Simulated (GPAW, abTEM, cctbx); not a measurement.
# Zr4GaCo: the scripts behind a bonding study

Short scripts, each with its output. The cell comes from substitution in a known structure type and wasn't matched to any measured phase.

## 1. Build the all-electron density and subtract free atoms

```text
cell
1.0
     0.000000000    0.000000000    5.220342770
    -3.329190635    3.329190635    2.610171385
    -3.329190635   -3.329190635    2.610171385
Zr Ga Co
4 1 1
Direct
0.590037670 0.819924660 0.500000000
0.909962330 0.180075340 0.500000000
0.090037670 0.500000000 0.819924660
0.409962330 0.500000000 0.180075340
0.500000000 0.000000000 0.000000000
0.000000000 0.000000000 0.000000000
```

```python
import numpy as np
from ase.io import read
from ase.units import Bohr
from gpaw import GPAW, PW, FermiDirac
from gpaw.calculator import GPAW as OldGPAW
from gpaw.mpi import serial_comm, world
from scipy.special import erfc
from scipy.spatial import cKDTree

atoms = read("cell.vasp")
atoms.set_initial_magnetic_moments([0, 0, 0, 0, 0, 2])
atoms.calc = GPAW(mode=PW(450), xc="PBE", kpts={"size": (6, 6, 6), "gamma": True},
                 occupations=FermiDirac(0.1), maxiter=120, symmetry={"tolerance": 1e-5}, txt="scf.txt")
atoms.get_potential_energy()
rho = atoms.calc.get_all_electron_density(gridrefinement=2)
moments = atoms.get_magnetic_moments() if atoms.calc.get_number_of_spins() == 2 else np.zeros(len(atoms))
total = atoms.get_magnetic_moment() if moments.any() else 0.0
if world.rank == 0:
    free = OldGPAW(mode=PW(450), xc="PBE", txt=None, communicator=serial_comm)
    neutral = atoms.copy()
    neutral.set_initial_magnetic_moments(None)
    free.initialize(neutral)
    free.set_positions(neutral)
    drho = rho - free.get_all_electron_density(gridrefinement=2)
    # GPAW starts from confined atoms: exchange their smooth part for that of the datasets' free atoms
    h = np.stack(np.meshgrid(*[np.fft.fftfreq(n, 1 / n) for n in drho.shape], indexing="ij"), -1)
    gabs = np.linalg.norm(h @ atoms.cell.reciprocal(), axis=-1)
    tails = np.fft.fftn(free.get_pseudo_density(gridrefinement=2))
    g, form, v0 = np.linspace(0, gabs.max(), 1500), {}, 0
    for e in set(atoms.symbols):
        idx = atoms.symbols.search(e)
        d = free.setups[idx[0]].data
        r, w = d.rgd.r_g * Bohr, d.rgd.r_g**2 * d.rgd.dr_g
        j0 = np.sinc(2 * g[:, None] * r)
        smooth = sum(f * p**2 for f, p in zip(d.f_j, d.phit_jg)) + np.sqrt(4 * np.pi) * d.nct_g
        full = sum(f * p**2 for f, p in zip(d.f_j, d.phi_jg)) + np.sqrt(4 * np.pi) * d.nc_g
        phase = sum(np.exp(-2j * np.pi * h @ s) for s in atoms.get_scaled_positions()[idx])
        tails -= np.interp(gabs, g, j0 @ (smooth * w)) * phase * drho.size / atoms.get_volume()
        form[e] = j0 @ (full * w)
        v0 += 2 * np.pi / 3 * 14.3996 * (full * w * r**2).sum() * len(idx)  # V A^3
    tails *= 0.5 * erfc((gabs - 1.8) / 0.25)  # the tails differ at long wavelengths alone
    drho += np.fft.ifftn(tails).real  # crystal minus superposed spherical free atoms
    np.save("drho.npy", drho)
    dv = atoms.get_volume() / drho.size
    print("grid", drho.shape, " electrons %.3f" % (rho.sum() * dv), " moved by bonding %.3f e" % (abs(drho).sum() * dv / 2))
    pts = np.indices(drho.shape).reshape(3, -1).T / drho.shape @ atoms.cell
    shifts = (np.indices((3, 3, 3)).reshape(3, -1).T - 1) @ atoms.cell
    images = (atoms.positions[None] + shifts[:, None]).reshape(-1, 3)
    dist, idx = cKDTree(images).query(pts, k=4)
    out = drho.ravel()[dist[:, 0] > 0.5]
    print("deformation density beyond 0.5 A of the nuclei: max %.3f, min %.3f e/A^3" % (out.max(), out.min()))
    tie = dist < dist[:, :1] + 1e-4
    q = -np.bincount((idx % len(atoms))[tie], (drho.ravel()[:, None] / tie.sum(1, keepdims=True) * tie)[tie], len(atoms)) * dv
    print("atom        x       y       z   Voronoi charge  moment")
    for a, s, c, m in zip(atoms, atoms.get_scaled_positions(), q, moments):
        print("%-2s%-3d %7.4f %7.4f %7.4f %10.3f %10.2f" % (a.symbol, a.index + 1, *s, c, m))
    np.savez("free.npz", g=g, **form)
    print("mean inner potential of superposed free atoms %.3f V" % (v0 / atoms.get_volume()))
    print("total magnetic moment %.3f muB" % total)
```

```console
$ OMP_NUM_THREADS=1 mpirun -n 4 gpaw python run.py > gpaw.log
```

```text
grid (54, 54, 54)  electrons 218.000  moved by bonding 1.072 e
deformation density beyond 0.5 A of the nuclei: max 0.139, min -0.166 e/A^3
atom        x       y       z   Voronoi charge  moment
Zr1    0.5900  0.8199  0.5000      0.108      -0.00
Zr2    0.9100  0.1801  0.5000      0.108      -0.00
Zr3    0.0900  0.5000  0.8199      0.108      -0.00
Zr4    0.4100  0.5000  0.1801      0.108      -0.00
Ga5    0.5000  0.0000  0.0000     -0.126       0.00
Co6    0.0000  0.0000  0.0000     -0.306      -0.00
mean inner potential of superposed free atoms 24.898 V
total magnetic moment -0.000 muB
```

Time: 81 s on 4 cores of Intel(R) Xeon(R) Platinum 8223CL CPU @ 3.00GHz (Skylake/Cascade Lake) (shared host), peak memory 1.1 GiB.

## 2. Fourier-transform the difference

```python
from cctbx import adptbx, crystal, miller, xray
from cctbx.eltbx import tiny_pse
import numpy as np

cs = crystal.symmetry(unit_cell=(6.6584, 6.6584, 5.2203, 90, 90, 90), space_group_symbol='Hall: I 4 2')  # I422
atoms = [  # label, site, U (iso, or U11 U22 U33 U12 U13 U23 in A^2), occupancy
    ("Zr1", (0.34004, 0.15996, 0.25), 0.0000, 1),
    ("Ga1", (0, 0, 0.5), 0.0000, 1),
    ("Co1", (0, 0, 0), 0.0000, 1),
]
xs = xray.structure(crystal_symmetry=cs)
for label, site, u, occ in atoms:
    u = adptbx.u_cif_as_u_star(cs.unit_cell(), u) if isinstance(u, tuple) else u
    xs.add_scatterer(xray.scatterer(label, site=site, u=u, occupancy=occ))
xs.scattering_type_registry(table="wk1995")
drho = np.load("drho.npy")
T = np.array([[1, -1, -1], [0, 1, -1], [1, 0, 0]])  # conventional axes in terms of the primitive ones
dF = np.fft.ifftn(drho) * 231.43889  # electrons a conventional cell, indexed by primitive hkl
ms = miller.build_set(cs, anomalous_flag=False, d_min=0.9).sort("resolution")
iam = ms.structure_factors_from_scatterers(xs, algorithm="direct").f_calc()
p1 = xs.expand_to_p1()
z = np.array([tiny_pse.table(sc.scattering_type).atomic_number() for sc in p1.scatterers()])
x = np.array(p1.sites_frac())
free = np.load("free.npz")
print("static structure factors of the conventional cell: F in electrons, V (Mott-Bethe) in volts")
print("   h  k  l      d  |F| table  |F| free   |F| DFT   change   |V| free  |V| DFT  change %")
for h, d, table in list(zip(ms.indices(), ms.d_spacings().data(), iam.data()))[:16]:
    df = dF[tuple(np.rint(np.linalg.solve(T, h)).astype(int))]
    phase = np.exp(2j * np.pi * x @ h)
    f = sum(np.interp(1 / d, free["g"], free[sc.scattering_type]) * p for sc, p in zip(p1.scatterers(), phase))
    fz = (z * phase).sum()
    c = 14.3996 * d * d / (np.pi * cs.unit_cell().volume())
    v0, v1 = abs(fz - f) * c, abs(fz - f - df) * c
    print("%4d%3d%3d %7.4f %9.3f %9.3f %9.3f %8.3f %9.3f %8.3f %8s" % (h + (d, abs(table), abs(f), abs(f + df), abs(f + df) - abs(f), v0, v1, "%.1f" % (100 * (v1 / v0 - 1)) if v0 > 0.02 else "-")))
```

```console
$ python run.py
```

```text
static structure factors of the conventional cell: F in electrons, V (Mott-Bethe) in volts
   h  k  l      d  |F| table  |F| free   |F| DFT   change   |V| free  |V| DFT  change %
   1  1  0  4.7082    23.130    23.116    23.483    0.367     0.411    0.250    -39.2
   1  0  1  4.1082     7.822     7.824     7.594   -0.231     0.059    0.136    131.3
   2  0  0  3.3292    15.455    15.512    14.978   -0.534     1.008    1.125     11.6
   0  0  2  2.6102   160.776   160.803   159.540   -1.262     5.828    5.999      2.9
   2  1  1  2.5865   193.744   193.629   193.028   -0.601     6.760    6.838      1.2
   2  2  0  2.3541   134.898   134.575   134.380   -0.195     4.315    4.336      0.5
   1  1  2  2.2828   159.532   159.148   158.913   -0.236     5.036    5.061      0.5
   3  1  0  2.1056   213.220   212.702   212.197   -0.505     6.450    6.494      0.7
   2  0  2  2.0541   186.233   185.732   185.587   -0.145     5.546    5.558      0.2
   3  0  1  2.0425     7.640     7.703     7.561   -0.141     0.025    0.036     47.6
   2  2  2  1.7481    40.228    39.808    39.521   -0.287     1.108    1.125      1.6
   3  2  1  1.7410    26.331    26.325    26.370    0.045     0.679    0.677     -0.3
   1  0  3  1.6836     7.578     7.562     7.558   -0.004     0.025    0.025      1.0
   4  0  0  1.6646    59.952    60.389    60.731    0.341     1.527    1.509     -1.2
   3  1  2  1.6388    36.715    37.158    37.443    0.285     0.905    0.889     -1.7
   3  3  0  1.5694   131.738   132.263   132.570    0.307     3.251    3.236     -0.5
```

Time: 0.96 s on 1 core of Intel(R) Xeon(R) Platinum 8223CL CPU @ 3.00GHz (Skylake/Cascade Lake) (shared host), peak memory 0.08 GiB.

## 3. Propagate a plane wave with and without the bonding term

```python
import abtem
import numpy as np
from ase.build import make_supercell
from ase.io import read

abtem.config.set({"dask.lazy": False, "fft": "fftw", "diagnostics.progress_bar": False})
M = [[1, 0, 0], [1, -2, 0], [1, 0, -2]]  # rows: x, y and beam direction in the primitive cell's axes
unit = make_supercell(read("cell.vasp"), M)
unit.set_cell(list(unit.cell.lengths()) + [90, 90, 90], scale_atoms=True)
unit.positions[:, 2] += 1.2086  # keeps atomic planes off the slice boundaries
unit.wrap()
slab = unit * (2, 2, 40)
print(slab.get_chemical_formula(), "| box %.2f x %.2f x %.2f A" % tuple(slab.cell.lengths()))

# change of the potential by bonding, from the DFT deformation density (Poisson's equation term by term)
drho = np.load("drho.npy")
prim = read("cell.vasp")
h = np.stack(np.meshgrid(*[np.fft.fftfreq(n, 1 / n) for n in drho.shape], indexing="ij"), -1).reshape(-1, 3).astype(int)
g2 = ((h @ prim.cell.reciprocal()) ** 2).sum(1)
keep = (g2 > 0) & (g2 < 2.5**2)
shape = (150, 270, 54)
vg = np.zeros(shape, complex)
hm = h[keep] @ np.array(M).T
move = np.exp(-2j * np.pi * hm[:, 2] * (1.2086 / unit.cell[2, 2] - 0.5 / shape[2]))  # the same shift, sampled at mid-points
vg[tuple(hm.T % np.array(shape)[:, None])] = -14.3996 / np.pi * (np.fft.fftn(drho).ravel() / drho.size)[keep] / g2[keep] * move
dV = np.fft.ifftn(vg).real * vg.size
dV = dV.reshape(150, 270, 6, 9).mean(3) * unit.cell[2, 2] / 6  # V A, projected in each slice
dV = np.tile(dV.transpose(2, 0, 1), (40, 2, 2))


def build(atoms):
    p = abtem.Potential(atoms, gpts=(300, 540), slice_thickness=[slab.cell[2, 2] / 240] * 240,
                        parametrization="lobato", projection="infinite", exit_planes=24).build()
    p.array[:] += BONDING * dV
    return p


sigmas = {'Zr': 0.068, 'Ga': 0.071, 'Co': 0.073}  # r.m.s. displacement along each axis, A
u = np.array([sigmas[s] for s in slab.symbols])[:, None]
rng = np.random.default_rng(828)


def potentials():
    for _ in range(3):  # frozen phonons, one configuration at a time
        atoms = slab.copy()
        atoms.positions += u * rng.standard_normal((len(atoms), 3))
        atoms.wrap()
        yield build(atoms)


for label, BONDING in (("IAM", 0.0), ("DFT", 1.0)):
    print("=====", label)
    rng = np.random.default_rng(828)  # the same displacements for both
    potential = build(slab)
    print("grid", potential.gpts, "slices", potential.num_slices)
    thickness = potential.exit_thicknesses
    wave = abtem.PlaneWave(energy=300000)
    dp = np.mean([wave.multislice(p).diffraction_patterns(max_angle="valid").array for p in potentials()], axis=0)
    hkl = [(0, 0, 0), (1, -1, 0), (0, 0, 2), (2, -2, 0), (1, -1, 2), (2, -2, 2), (3, -3, 0)]
    nx, ny = dp.shape[-2:]
    print("intensity of each beam, fraction of the incident wave")
    print("  t (A)" + "".join("%9s" % " ".join(map(str, h)) for h in hkl) + "  diffuse    total")
    grid = np.zeros((nx, ny), bool)
    grid[nx // 2 % 2::2, ny // 2 % 2::2] = True
    for t, a in list(zip(thickness, dp))[1:]:
        idx = [np.rint(np.array(M) @ np.linalg.solve([[1, -1, -1], [0, 1, -1], [1, 0, 0]], h)).astype(int) for h in hkl]
        print("%7.1f" % t + "".join("%9.5f" % a[nx // 2 + i[0] * 2, ny // 2 + i[1] * 2] for i in idx) + "%9.4f%9.4f" % (a[~grid].sum(), a.sum()))
```

```console
$ python run.py
```

```text
Co640Ga640Zr2560 | box 10.44 x 18.83 x 376.65 A
===== IAM
grid (300, 540) slices 240
intensity of each beam, fraction of the incident wave
  t (A)    0 0 0   1 -1 0    0 0 2   2 -2 0   1 -1 2   2 -2 2   3 -3 0  diffuse    total
   37.7  0.72087  0.00219  0.01345  0.00782  0.01069  0.00289  0.00362   0.0226   0.9987
   75.3  0.33929  0.02608  0.02285  0.01771  0.02078  0.02116  0.00385   0.0777   0.9956
  113.0  0.15732  0.07527  0.04391  0.01821  0.01505  0.03493  0.00599   0.1339   0.9922
  150.7  0.06174  0.08964  0.11337  0.01403  0.00510  0.01769  0.01761   0.1749   0.9898
  188.3  0.02540  0.05708  0.16521  0.01662  0.00111  0.00766  0.02146   0.2148   0.9874
  226.0  0.05802  0.05271  0.13422  0.02496  0.00231  0.01358  0.01440   0.2500   0.9851
  263.7  0.07887  0.08220  0.07319  0.02208  0.01725  0.01026  0.00857   0.2737   0.9834
  301.3  0.10093  0.09550  0.02965  0.00485  0.03085  0.00531  0.00765   0.2924   0.9819
  339.0  0.17256  0.08931  0.00483  0.00114  0.02409  0.00506  0.00847   0.3107   0.9803
  376.7  0.22828  0.07421  0.00182  0.00997  0.01403  0.00684  0.00599   0.3206   0.9790
===== DFT
grid (300, 540) slices 240
intensity of each beam, fraction of the incident wave
  t (A)    0 0 0   1 -1 0    0 0 2   2 -2 0   1 -1 2   2 -2 2   3 -3 0  diffuse    total
   37.7  0.71942  0.00201  0.01411  0.00778  0.01071  0.00306  0.00358   0.0226   0.9987
   75.3  0.33909  0.02559  0.02325  0.01685  0.02028  0.02231  0.00366   0.0778   0.9956
  113.0  0.15673  0.07597  0.04435  0.01669  0.01407  0.03627  0.00543   0.1340   0.9922
  150.7  0.05733  0.09176  0.11300  0.01326  0.00477  0.01814  0.01698   0.1750   0.9898
  188.3  0.02384  0.05974  0.15991  0.01764  0.00118  0.00821  0.02144   0.2150   0.9873
  226.0  0.06038  0.05521  0.12665  0.02833  0.00236  0.01364  0.01471   0.2502   0.9851
  263.7  0.07896  0.08180  0.06894  0.02523  0.01794  0.01009  0.00892   0.2736   0.9834
  301.3  0.09755  0.09270  0.02784  0.00555  0.03188  0.00610  0.00817   0.2926   0.9818
  339.0  0.16348  0.08963  0.00373  0.00113  0.02503  0.00574  0.00901   0.3116   0.9802
  376.7  0.21078  0.07783  0.00194  0.01087  0.01521  0.00692  0.00593   0.3217   0.9789
```

Time: 38 s.

## 4. Rock the beam across one reflection

```python
import abtem
import numpy as np
from ase.build import make_supercell
from ase.io import read

abtem.config.set({"dask.lazy": False, "fft": "fftw", "diagnostics.progress_bar": False})
M = [[1, 0, 0], [1, -2, 0], [1, 0, -2]]  # rows: x, y and beam direction in the primitive cell's axes
unit = make_supercell(read("cell.vasp"), M)
unit.set_cell(list(unit.cell.lengths()) + [90, 90, 90], scale_atoms=True)
unit.positions[:, 2] += 1.2086  # keeps atomic planes off the slice boundaries
unit.wrap()
slab = unit * (1, 1, 72)
print(slab.get_chemical_formula(), "| box %.2f x %.2f x %.2f A" % tuple(slab.cell.lengths()))

# change of the potential by bonding, from the DFT deformation density (Poisson's equation term by term)
drho = np.load("drho.npy")
prim = read("cell.vasp")
h = np.stack(np.meshgrid(*[np.fft.fftfreq(n, 1 / n) for n in drho.shape], indexing="ij"), -1).reshape(-1, 3).astype(int)
g2 = ((h @ prim.cell.reciprocal()) ** 2).sum(1)
keep = (g2 > 0) & (g2 < 2.5**2)
shape = (117, 210, 54)
vg = np.zeros(shape, complex)
hm = h[keep] @ np.array(M).T
move = np.exp(-2j * np.pi * hm[:, 2] * (1.2086 / unit.cell[2, 2] - 0.5 / shape[2]))  # the same shift, sampled at mid-points
vg[tuple(hm.T % np.array(shape)[:, None])] = -14.3996 / np.pi * (np.fft.fftn(drho).ravel() / drho.size)[keep] / g2[keep] * move
dV = np.fft.ifftn(vg).real * vg.size
dV = dV.reshape(117, 210, 6, 9).mean(3) * unit.cell[2, 2] / 6  # V A, projected in each slice
dV = np.tile(dV.transpose(2, 0, 1), (72, 1, 1))


def build(atoms):
    p = abtem.Potential(atoms, gpts=(117, 210), slice_thickness=[slab.cell[2, 2] / 432] * 432,
                        parametrization="lobato", projection="infinite", exit_planes=108).build()
    p.array[:] += BONDING * dV
    return p


def potentials():
    yield build(slab)  # atoms at rest


for label, BONDING in (("IAM", 0.0), ("DFT", 1.0)):
    print("=====", label)
    potential = build(slab)
    print("grid", potential.gpts, "slices", potential.num_slices)
    thickness = potential.exit_thicknesses
    h = np.array(M) @ np.linalg.solve(np.array([[1, -1, -1], [0, 1, -1], [1, 0, 0]]), [0, 0, 2])
    ix, iy = round(h[0]) * 1, round(h[1]) * 1
    gxy = h[:2] / unit.cell.lengths()[:2]
    along = gxy / np.hypot(*gxy)
    across = np.array([-along[1], along[0]])
    bragg = 500 * abtem.PlaneWave(energy=300000).wavelength * np.hypot(*gxy)
    print("Bragg angle %.3f mrad; beam tilted 55 mrad off the zone axis across the row" % bragg)
    print("dark-field intensity of 0 0 2 against tilt along the row, in Bragg angles")
    print("  t (A)" + "".join("%8.2f" % s for s in [0.2, 0.4, 0.6, 0.8, 1.0, 1.2, 1.4, 1.6, 1.8, 2.0, 2.2, 2.4, 2.6]))
    rows = []
    row = [(n * ix, n * iy) for n in range(-8, 9)]
    for s in [0.2, 0.4, 0.6, 0.8, 1.0, 1.2, 1.4, 1.6, 1.8, 2.0, 2.2, 2.4, 2.6]:
        tilt = -s * bragg * along + 55 * across
        dp = abtem.PlaneWave(energy=300000, tilt=tuple(tilt)).multislice(potential).diffraction_patterns(max_angle="valid").array
        rows.append(dp[:, dp.shape[1] // 2 + ix, dp.shape[2] // 2 + iy])
        if s == 1.0:
            cx, cy = dp.shape[1] // 2, dp.shape[2] // 2
            share = sum(dp[:, cx + i, cy + j] for i, j in row if abs(i) < cx and abs(j) < cy) / dp.sum(axis=(1, 2))
            total = dp.sum(axis=(1, 2))
    for t, a in list(zip(thickness, np.array(rows).T))[1:]:
        print("%7.1f" % t + "".join("%8.4f" % v for v in a))
    print("at the Bragg tilt, share in the row:", share[1:].round(3).tolist(), "total:", total[1:].round(3).tolist())
```

```console
$ python run.py
```

```text
Co288Ga288Zr1152 | box 5.22 x 9.42 x 677.98 A
===== IAM
grid (117, 210) slices 432
Bragg angle 3.771 mrad; beam tilted 55 mrad off the zone axis across the row
dark-field intensity of 0 0 2 against tilt along the row, in Bragg angles
  t (A)    0.20    0.40    0.60    0.80    1.00    1.20    1.40    1.60    1.80    2.00    2.20    2.40    2.60
  169.5  0.3493  0.4078  0.4553  0.4873  0.4978  0.4866  0.4549  0.4088  0.3496  0.2862  0.2280  0.1729  0.1236
  339.0  0.3404  0.5300  0.6083  0.6507  0.6654  0.6391  0.5993  0.5324  0.3394  0.1717  0.0496  0.0105  0.0237
  508.5  0.0433  0.0312  0.0466  0.1381  0.2932  0.1350  0.0456  0.0302  0.0430  0.0199  0.0285  0.0695  0.0657
  678.0  0.3572  0.3471  0.1807  0.1302  0.0682  0.1322  0.1785  0.3455  0.3493  0.2261  0.0304  0.0229  0.0755
at the Bragg tilt, share in the row: [0.8849999904632568, 0.824999988079071, 0.8259999752044678, 0.8289999961853027] total: [0.9940000176429749, 0.9900000095367432, 0.9869999885559082, 0.984000027179718]
===== DFT
grid (117, 210) slices 432
Bragg angle 3.771 mrad; beam tilted 55 mrad off the zone axis across the row
dark-field intensity of 0 0 2 against tilt along the row, in Bragg angles
  t (A)    0.20    0.40    0.60    0.80    1.00    1.20    1.40    1.60    1.80    2.00    2.20    2.40    2.60
  169.5  0.3611  0.4220  0.4715  0.5048  0.5159  0.5042  0.4711  0.4231  0.3615  0.2957  0.2351  0.1779  0.1270
  339.0  0.3250  0.5121  0.5905  0.6341  0.6501  0.6227  0.5817  0.5145  0.3241  0.1594  0.0421  0.0083  0.0267
  508.5  0.0518  0.0310  0.0340  0.1071  0.2459  0.1045  0.0327  0.0301  0.0519  0.0310  0.0369  0.0727  0.0624
  678.0  0.3774  0.3913  0.2222  0.1688  0.1068  0.1712  0.2199  0.3898  0.3694  0.2331  0.0301  0.0273  0.0854
at the Bragg tilt, share in the row: [0.8849999904632568, 0.8220000267028809, 0.8199999928474426, 0.8270000219345093] total: [0.9940000176429749, 0.9900000095367432, 0.9869999885559082, 0.984000027179718]
```

Time: 29 s.

[Outputs are excerpts: Python notices, other lines and further rows are left out; steps that failed or that the build refused (PBEsol, TPSS) are not shown.]

[Logs are printed without paths, hosts, clocks, repeated set-up lines and the standing remarks that a program may print on its own settings, such as how far it seeks lower states.]
